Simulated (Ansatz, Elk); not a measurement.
**How far do independent atoms describe Tl3Te?**

Structure refinements treat a crystal as free atoms side by side. For a made-up structure of Tl3Te (cell and positions from a r2SCAN relaxation) the runs below show what the calculated density changes in F(hkl).

Calculated with Elk 11.2.3 (patched build); DFT, PBE, all-electron APW+lo, Dirac cores, scalar-relativistic bands, static density, no spin.

The structure was built from a prototype and need not be the compound's stable phase.

## (1) The starting structure

Symmetry: I4/mmm, No. 139, tetragonal system. Conventional cell: a = 4.919 Å, b = 4.919 Å, c = 10.655 Å, α = 90.00°, β = 90.00°, γ = 90.00°. Nearest to Tl lie 4 Te at 3.48 Å and 8 Tl at 3.63 Å. Nearest to Tl lie 8 Tl at 3.48 to 3.63 Å and 4 Te at 3.63 Å. Nearest to Te lie 12 Tl at 3.48 to 3.63 Å. Farther neighbours and most contacts between anions are not listed.

## (2) Ground state and structure factors

An all-electron density is needed, since X-rays see the cores too. Task 0 finds the density and task 195 Fourier-transforms it; tshift is off so that phases refer to the origin typed.

elk.in

```
tasks
  0
  195

xctype
  20

spinpol
  .false.

rgkmax
  7.0

gmaxvr
  14.0

lmaxo
  7

lmaxapw
  8

swidth
  0.002

tshift
  .false.

ramdisk
  .false.

hmaxvr
  5.5

maxscl
  120

epspot
  1e-06

sppath
  './'

avec
  -4.64825275561 4.64825275561 10.06796183250
  4.64825275561 -4.64825275561 10.06796183250
  4.64825275561 4.64825275561 -10.06796183250

atoms
  2
  'Tl.in'
  3
  0.5000000000 0.5000000000 0.0000000000   0.000000 0.000000 0.000000
  0.2500000000 0.7500000000 0.5000000000   0.000000 0.000000 0.000000
  0.7500000000 0.2500000000 0.5000000000   0.000000 0.000000 0.000000
  'Te.in'
  1
  0.0000000000 0.0000000000 0.0000000000   0.000000 0.000000 0.000000

ngridk
  7 7 7
```

Run with:

```console
> OMP_NUM_THREADS=4 elk
```

Numbers of over 12 decimals in the logs are rounded to 6 here.

What it wrote:

```text
┌─────────────────────────┐
│ Elk code version 11.2.3 │
└─────────────────────────┘

All units are atomic (Hartree, Bohr, etc.)

┌─────────────────────────────────────────────────┐
│ Ground-state run starting from atomic densities │
└─────────────────────────────────────────────────┘

Lattice vectors :
  -4.648252756       4.648252756       10.06796183
   4.648252756      -4.648252756       10.06796183
   4.648252756       4.648252756      -10.06796183

Reciprocal lattice vectors :
 -0.2460731224E-16  0.6758652807      0.3120385939
  0.6758652807     -0.2460731224E-16  0.3120385939
  0.6758652807      0.6758652807      0.4564426282E-17

Unit cell volume      :    870.1237496
Brillouin zone volume :   0.2850746386

Muffin-tin inner radius fraction :   0.1000000000E-01

Nuclei treated as point charges

Species : 1 (Tl)
 parameters loaded from : Tl.in
 name : thallium
 nuclear charge    :   -81.00000000
 electronic charge :    81.00000000
 atomic mass :    372567.9643
 muffin-tin radius :    2.800000000
 number of radial points in muffin-tin :   1393
 inner part over the whole radius :   0.9893942913E-02
 number on inner part of muffin-tin    :   1000
 approximate nuclear radius :   0.1043008296E-03
 number of mesh points to nuclear radius :    525
 atomic positions (lattice), magnetic fields (Cartesian) :
  1 :   0.50000000  0.50000000  0.00000000    0.00000000  0.00000000  0.00000000
  2 :   0.25000000 -0.25000000  0.50000000    0.00000000  0.00000000  0.00000000
  3 :  -0.25000000  0.25000000  0.50000000    0.00000000  0.00000000  0.00000000

Species : 2 (Te)
 parameters loaded from : Te.in
 name : tellurium
 nuclear charge    :   -52.00000000
 electronic charge :    52.00000000
 atomic mass :    232600.5708
 muffin-tin radius :    2.600000000
 number of radial points in muffin-tin :   1193
 inner part over the whole radius :   0.9992174838E-02
 number on inner part of muffin-tin    :    851
 approximate nuclear radius :   0.8944870508E-04
 number of mesh points to nuclear radius :    430
 atomic positions (lattice), magnetic fields (Cartesian) :
  1 :   0.00000000  0.00000000  0.00000000    0.00000000  0.00000000  0.00000000

Total number of atoms per unit cell :    4
Total muffin-tin volume :    349.4791444
 ratio of muffin-tin to unit cell volume :   0.4016430359

Spin treatment :
 spin-unpolarised

Number of Bravais lattice symmetries :   16
Number of crystal symmetries         :   16
Crystal has inversion symmetry
Real symmetric eigensolver will be used

k-point grid :      7     7     7
k-point offset :    0.000000000       0.000000000       0.000000000
k-point set is reduced with full crystal symmetry group
Total number of k-points :       40

Muffin-tin radius times maximum |G+k| :    7.000000000
 using average radius
Maximum |G+k| for APW functions       :    2.545454545
Maximum (1/2)|G+k|²                   :    3.239669421
Maximum |G| for potential and density :    14.00000000
Constant for pseudocharge density :   10
 order of it for each species :   17  17
 order of it for pair densities of each species (exact exchange by exxq0 0: 18) :   10   8
Radial integration step length :    1

G-vector grid sizes :     54    54    54
Number of G-vectors :    40341

Maximum angular momentum used for
 APW functions            :    8
 outer part of muffin-tin :    7
 inner part of muffin-tin :    2

Total nuclear charge    :   -295.0000000
Total core charge       :    222.0000000
Total valence charge    :    73.00000000
Total excess charge     :    0.000000000
Total electronic charge :    295.0000000

Effective Wigner radius, rₛ :   0.8896587731

Number of empty states         :     16
Total number of valence states :     53
Total number of core states    :    222

Third-order local-orbitals added for an l without core states : T
Total number of local-orbitals :     66

Exchange-correlation functional :     20     0     0
 Perdew-Burke-Ernzerhof, Phys. Rev. Lett. 77, 3865 (1996)
 gradient requirement :    1
[...]
exchange                    :     -1304.0587532570
 correlation                 :     -17.735114068718
 electron entropic           :    -0.60456359500820E-03
 total energy                :     -67664.721212738

Density of states at Fermi energy :    49.14955247
 (states/Hartree/unit cell)

Estimated indirect band gap :   0.2091739206E-02
 from k-point 8 to k-point 6
Estimated direct band gap   :   0.2125152909E-01
 at k-point 2

Charges :
 core                        :    222.0000000
 valence                     :    73.00000000
 interstitial                :    6.761923519
 muffin-tins (core leakage)
  species : 1 (Tl)
   atom 1                    :    79.39454706     (  0.3774743227E-04)
   atom 2                    :    79.37235719     (  0.3774047772E-04)
[...]
species : 2 (Te)
[...]
total in muffin-tins        :    288.2380765
 total calculated charge     :    294.9994286
 total charge                :    295.0000000
 error                       :   0.5714084356E-03

RMS change in Kohn-Sham potential (target) :   0.1795016346     (  0.1000000000E-05)
Absolute change in total energy (target)   :    1.188068543     (  0.1000000000E-03)

[... loops 3 to 15 left out ...]

┌──────────────────┐
│ Loop number : 16 │
└──────────────────┘

Energies :
 Fermi                       :     0.170769
 sum of occupied eigenvalues :     -41719.340128305
 electron kinetic            :      77733.125934196
 core electron kinetic       :      76874.210546510
 Coulomb                     :     -144073.67634969
 Coulomb potential           :     -117722.72345594
 nuclear-nuclear             :     -5298.4429570425
 electron-nuclear            :     -159917.01450957
 Hartree                     :      21141.781116922
 Madelung                    :     -85212.314621719
 xc potential                :     -1729.7426065602
 exchange                    :     -1304.3254782992
 correlation                 :     -17.739704050712
 electron entropic           :    -0.57050814018616E-03
 total energy                :     -67662.616168351

Density of states at Fermi energy :    45.90803115
 (states/Hartree/unit cell)

Estimated indirect band gap :   0.2507303930E-02
 from k-point 8 to k-point 6
Estimated direct band gap   :   0.1539180453E-01
 at k-point 26

Charges :
 core                        :    222.0000000
 valence                     :    73.00000000
 interstitial                :    6.661446790
 muffin-tins (core leakage)
  species : 1 (Tl)
[...]
species : 2 (Te)
[...]
total in muffin-tins        :    288.3385532
 total calculated charge     :    294.9994534
 total charge                :    295.0000000
 error                       :   0.5466232654E-03

RMS change in Kohn-Sham potential (target) :   0.5949539152E-07 (  0.1000000000E-05)
Absolute change in total energy (target)   :   0.2879722160E-04 (  0.1000000000E-03)

Convergence targets achieved

┌──────────────────┐
│ Loop number : 17 │
└──────────────────┘

Energies :
 Fermi                       :     0.170769
 sum of occupied eigenvalues :     -41719.340135675
 electron kinetic            :      77733.125925137
 core electron kinetic       :      76874.210540925
 Coulomb                     :     -144073.67634842
 Coulomb potential           :     -117722.72345564
 nuclear-nuclear             :     -5298.4429570425
 electron-nuclear            :     -159917.01450746
 Hartree                     :      21141.781116085
 Madelung                    :     -85212.314620600
 xc potential                :     -1729.7426051707
 exchange                    :     -1304.3254782891
 correlation                 :     -17.739704052152
 electron entropic           :    -0.57050819614755E-03
 total energy                :     -67662.616176133

Density of states at Fermi energy :    45.90803729
 (states/Hartree/unit cell)

Estimated indirect band gap :   0.2507303874E-02
 from k-point 8 to k-point 6
Estimated direct band gap   :   0.1539180460E-01
 at k-point 26

Charges :
 core                        :    222.0000000
 valence                     :    73.00000000
 interstitial                :    6.661446701
 muffin-tins (core leakage)
  species : 1 (Tl)
[...]
atom 2                    :    79.48520324     (  0.3642049874E-04)
   atom 3                    :    79.48520324     (  0.3642049874E-04)
  species : 2 (Te)
   atom 1                    :    49.87261286     (  0.3972101637E-03)
 total in muffin-tins        :    288.3385533
 total calculated charge     :    294.9994534
 total charge                :    295.0000000
 error                       :   0.5466232744E-03

┌──────────────────────────────┐
│ Self-consistent loop stopped │
└──────────────────────────────┘

Warning : core states of species 2 leak from the muffin-tin :   0.3972101637E-03

Wrote STATE.OUT
```

It took 41 s on 4 threads of Arm Neoverse V2, shared host; peak memory 0.23 GiB; 2 min of CPU time.

SFACRHO.OUT:

```text

h k l indices transformed by vhmat matrix:
   1.000000000       0.000000000       0.000000000    
   0.000000000       1.000000000       0.000000000    
   0.000000000       0.000000000       1.000000000    

      h      k      l  multipl.   |H|            Re(F)            Im(F)           |F|

      0      0      0      1   0.0000000       295.00000      0.57020225E-17   295.00000    
     -1     -1      1      2  0.62407719      -28.450645      0.36945520E-13   28.450645    
      0      1     -1      8  0.74442055      -28.300749      0.12087340E-13   28.300749    
      0      0     -1      4  0.95581785      -27.953792     -0.20979894E-13   27.953792    
      0     -2      1      8   1.1415166       256.70706     -0.86345986E-14   256.70706    
      2      1     -2      8   1.1546024      -27.615151      0.24147831E-13   27.615151    
      2      2     -2      2   1.2481544       251.67294     -0.84279077E-16   251.67294    
      1     -1      1      4   1.3517306       246.86990     -0.15204281E-13   246.86990    
      0     -2      2      8   1.4888411      -26.692334      0.49317075E-13   26.692334    
     -1      0     -1     16   1.5431583      -26.514618     -0.11993284E-13   26.514618    
     -1     -3      2      8   1.5720932      -26.423318      0.64704026E-13   26.423318    
     -2     -3      2      8   1.7002929      -25.948656     -0.15694000E-12   25.948656    
      0      3     -1     16   1.7777182      -25.661612      0.24114621E-13   25.661612    
     -1     -3      1      8   1.8398546       225.30916      0.55556287E-13   225.30916    
      3      3     -3      2   1.8722316      -25.302071     -0.91781197E-13   25.302071    
     -2      2      0      4   1.9116357       222.31881     -0.38419561E-16   222.31881    
     -1      3     -1      8   2.0109260      -24.794696      0.24084292E-13   24.794696    
     -2      1      2      8   2.0514661      -24.653866     -0.12109358E-13   24.653866
```

Elk indexes on the primitive cell of elk.in and gives |H| = 4π sin θ/λ in inverse bohr. Below, one row stands for each form hkl of the conventional cell (m members, Friedel mates merged), F is for one primitive cell and the density is static (no thermal factor). Free-atom factors are Waasmaier and Kirfel's, and R is Σm||F|−|F'||/Σm|F|.

```csv
hkl,m,sin θ/λ (Å⁻¹),"abs F, DFT",neutral atoms,diff.
002,2,0.094,28.451,28.647,-0.196
101,8,0.112,28.301,28.496,-0.195
110,4,0.144,27.954,28.145,-0.191
112,8,0.172,256.707,256.871,-0.164
103,8,0.174,27.615,27.698,-0.083
004,2,0.188,251.673,251.909,-0.236
200,4,0.203,246.870,247.123,-0.253
202,8,0.224,26.692,26.704,-0.012
211,16,0.232,26.515,26.520,-0.006
114,8,0.236,26.423,26.420,+0.003
105,8,0.256,25.949,25.965,-0.017
213,16,0.267,25.662,25.684,-0.022
204,8,0.277,225.309,225.457,-0.148
006,2,0.281,25.302,25.338,-0.035
220,4,0.287,222.319,222.431,-0.112
222,8,0.302,24.795,24.830,-0.035
301,8,0.308,24.654,24.683,-0.029
116,8,0.316,214.519,214.626,-0.107
```

## (3) The highest occupied states alone

An energy window below the Fermi level keeps the highest occupied states, to see at which angles they scatter; shallow core shells can lie inside it and anion s states outside. No new self-consistency is needed.

elk.in, as its differences from that of step 2:

```diff
@@ -1,3 +1,2 @@
 tasks
-  0
   195
@@ -40,2 +39,5 @@
 
+wsfac
+  -0.196720 0.470770
+
 sppath
```

Run with:

```console
> OMP_NUM_THREADS=4 elk
```

What it wrote:

```text
┌─────────────────────────────────┐
│ Elk code version 11.2.3 started │
└─────────────────────────────────┘

Info(readinput): the functional depends on the density's gradient
 muffin-tin radial points multiplied by    2.00000
 (not where nrmtscf is given)

┌────────────────────┐
│ Current task : 195 │
└────────────────────┘

Info(sfacrho): density structure factors written to SFACRHO.OUT

 Energy window :  -0.1967200000      0.4707700000

┌──────────────────┐
│ Elk code stopped │
└──────────────────┘
```

Elapsed: 13 s, on 4 threads; peak memory 0.16 GiB.

States within 10 eV below the Fermi level hold 13.00 electrons; any levels below the window count with the cores. Their amplitudes can exceed the total, where window and core parts have opposite phase:

```csv
hkl,sin θ/λ (Å⁻¹),"abs F, window","abs F, all"
002,0.094,1.038,28.451
101,0.112,0.886,28.301
110,0.144,0.609,27.954
112,0.172,1.874,256.707
103,0.174,0.280,27.615
004,0.188,1.129,251.673
200,0.203,0.629,246.870
202,0.224,0.029,26.692
211,0.232,0.052,26.515
114,0.236,0.056,26.423
```

## (4) Another functional

The difference from free atoms is small, so it is set against the change that LDA (Perdew-Wang) makes.

elk.in, as its differences from that of step 3:

```diff
@@ -1,2 +1,3 @@
 tasks
+  0
   195
@@ -4,3 +5,3 @@
 xctype
-  20
+  3
 
@@ -39,5 +40,2 @@
 
-wsfac
-  -0.196720 0.470770
-
 sppath
```

Run with:

```console
> OMP_NUM_THREADS=4 elk
```

What it wrote:

```text
┌─────────────────────────┐
│ Elk code version 11.2.3 │
└─────────────────────────┘

All units are atomic (Hartree, Bohr, etc.)

┌─────────────────────────────────────────────────┐
│ Ground-state run starting from atomic densities │
└─────────────────────────────────────────────────┘

Lattice vectors :
  -4.648252756       4.648252756       10.06796183
   4.648252756      -4.648252756       10.06796183
   4.648252756       4.648252756      -10.06796183

Reciprocal lattice vectors :
 -0.2460731224E-16  0.6758652807      0.3120385939
[...]
muffin-tins (core leakage)
  species : 1 (Tl)
[...]
atom 3                    :    79.49328915     (  0.2978111198E-04)
  species : 2 (Te)
   atom 1                    :    49.87604270     (  0.3994433868E-03)
 total in muffin-tins        :    288.3665958
 total calculated charge     :    294.9994740
 total charge                :    295.0000000
 error                       :   0.5259840158E-03

┌──────────────────────────────┐
│ Self-consistent loop stopped │
└──────────────────────────────┘

Warning : core states of species 2 leak from the muffin-tin :   0.3994433868E-03

Wrote STATE.OUT
[key lines of the parts left out:]
total energy                :     -67623.946881823
```

The job ended after 24 s (4 threads; peak memory 0.17 GiB).

Against the first run R = 0.01 %; the largest change is -0.031 at 220.

## (5) Basis size

The basis and the expansions that go with it are enlarged, to see whether the differences are converged.

elk.in, as its differences from that of step 4:

```diff
@@ -5,3 +5,3 @@
 xctype
-  3
+  20
 
@@ -11,12 +11,12 @@
 rgkmax
-  7.0
+  8.5
 
 gmaxvr
-  14.0
+  18.0
 
 lmaxo
-  7
+  9
 
 lmaxapw
-  8
+  10
```

Run with:

```console
> OMP_NUM_THREADS=4 elk
```

What it wrote:

```text
┌─────────────────────────┐
│ Elk code version 11.2.3 │
└─────────────────────────┘

All units are atomic (Hartree, Bohr, etc.)

┌─────────────────────────────────────────────────┐
│ Ground-state run starting from atomic densities │
└─────────────────────────────────────────────────┘

Lattice vectors :
  -4.648252756       4.648252756       10.06796183
   4.648252756      -4.648252756       10.06796183
   4.648252756       4.648252756      -10.06796183

Reciprocal lattice vectors :
 -0.2460731224E-16  0.6758652807      0.3120385939
[...]
muffin-tins (core leakage)
  species : 1 (Tl)
[...]
atom 3                    :    79.49659843     (  0.3642959639E-04)
  species : 2 (Te)
   atom 1                    :    49.88323065     (  0.3968442943E-03)
 total in muffin-tins        :    288.3832876
 total calculated charge     :    294.9995101
 total charge                :    295.0000000
 error                       :   0.4899402651E-03

┌──────────────────────────────┐
│ Self-consistent loop stopped │
└──────────────────────────────┘

Warning : core states of species 2 leak from the muffin-tin :   0.3968442943E-03

Wrote STATE.OUT
[key lines of the parts left out:]
total energy                :     -67662.653441847
```

It took 95 s on 4 threads; peak memory 0.48 GiB.

Against the first run R = 0.00 %; the largest change is -0.018 at 224.

## (6) A coarser k-mesh

About half the k-points along each axis test the sampling.

elk.in, as its differences from that of step 5:

```diff
@@ -11,12 +11,12 @@
 rgkmax
-  8.5
+  7.0
 
 gmaxvr
-  18.0
+  14.0
 
 lmaxo
-  9
+  7
 
 lmaxapw
-  10
+  8
 
@@ -60,2 +60,2 @@
 ngridk
-  7 7 7
+  4 4 4
```

Run with:

```console
> OMP_NUM_THREADS=4 elk
```

What it wrote:

```text
┌─────────────────────────┐
│ Elk code version 11.2.3 │
└─────────────────────────┘

All units are atomic (Hartree, Bohr, etc.)

┌─────────────────────────────────────────────────┐
│ Ground-state run starting from atomic densities │
└─────────────────────────────────────────────────┘

Lattice vectors :
  -4.648252756       4.648252756       10.06796183
   4.648252756      -4.648252756       10.06796183
   4.648252756       4.648252756      -10.06796183

Reciprocal lattice vectors :
 -0.2460731224E-16  0.6758652807      0.3120385939
[...]
muffin-tins (core leakage)
  species : 1 (Tl)
[...]
atom 3                    :    79.48620044     (  0.3642016969E-04)
  species : 2 (Te)
   atom 1                    :    49.86908824     (  0.3972020183E-03)
 total in muffin-tins        :    288.3416437
 total calculated charge     :    294.9994201
 total charge                :    295.0000000
 error                       :   0.5799345157E-03

┌──────────────────────────────┐
│ Self-consistent loop stopped │
└──────────────────────────────┘

Warning : core states of species 2 leak from the muffin-tin :   0.3972020183E-03

Wrote STATE.OUT
[key lines of the parts left out:]
total energy                :     -67662.614000810
```

It took 27 s on 4 threads; peak memory 0.24 GiB; 57 s of CPU time.

Against the first run R = 0.00 %; the largest change is +0.013 at 110.

## (7) Settings against the effect

```csv
run,R against the first run (%),"R against neutral atoms, low angle (%)",wall time
"PBE, rgkmax 7",0.00,0.10,41 s
LDA (Perdew-Wang),0.01,0.12,24 s
rgkmax 8.5 with larger expansions,0.00,0.10,95 s
k-mesh 4×4×4,0.00,0.10,27 s
```

## (8) Summary of results

| Property | Result |
| --- | --- |
| R against neutral atoms, sin θ/λ < 0.3 Å⁻¹ | 0.10 % |
| R against neutral atoms, 0.3 to 0.72 Å⁻¹ | 0.09 % |

Independent neutral atoms miss the calculated amplitudes by R = 0.10 % below 0.3 Å⁻¹ and 0.09 % from there to 0.72 Å⁻¹; by shells, 0.69 % below 0.15 Å⁻¹ (3 forms), 0.07 % 0.15 to 0.3 (12 forms), 0.07 % 0.3 to 0.45 (30 forms), 0.10 % above 0.45 (104 forms). Bonding, aspherical density and the tables' own atoms all enter these figures, and the runs don't part them. The largest change of an amplitude is -0.25 electrons, at 200. The window's part falls from 13.0 electrons at the origin to at most 0.25 between 0.45 and 0.72 Å⁻¹. Below 0.3 Å⁻¹ the changes that finished (LDA (Perdew-Wang), rgkmax 8.5 with larger expansions and k-mesh 4×4×4) move F by R = 0.02 % at most, against the 0.10 % that separates it from free atoms. Spin-orbit coupling is left out, which can matter for elements this heavy. Part of the difference isn't bonding: the tables are fits to free atoms and ions calculated by other methods than this functional. Thermal motion, anomalous dispersion and extinction are left out.

[Logs are printed without paths, hosts, clocks, repeated set-up lines and the standing remarks that a program may print on its own settings, such as how far it seeks lower states.]

[Hosts, paths, dates, database ids (printed as entryN), source tags and the programs' standing remarks are cut or masked in the printed files.]
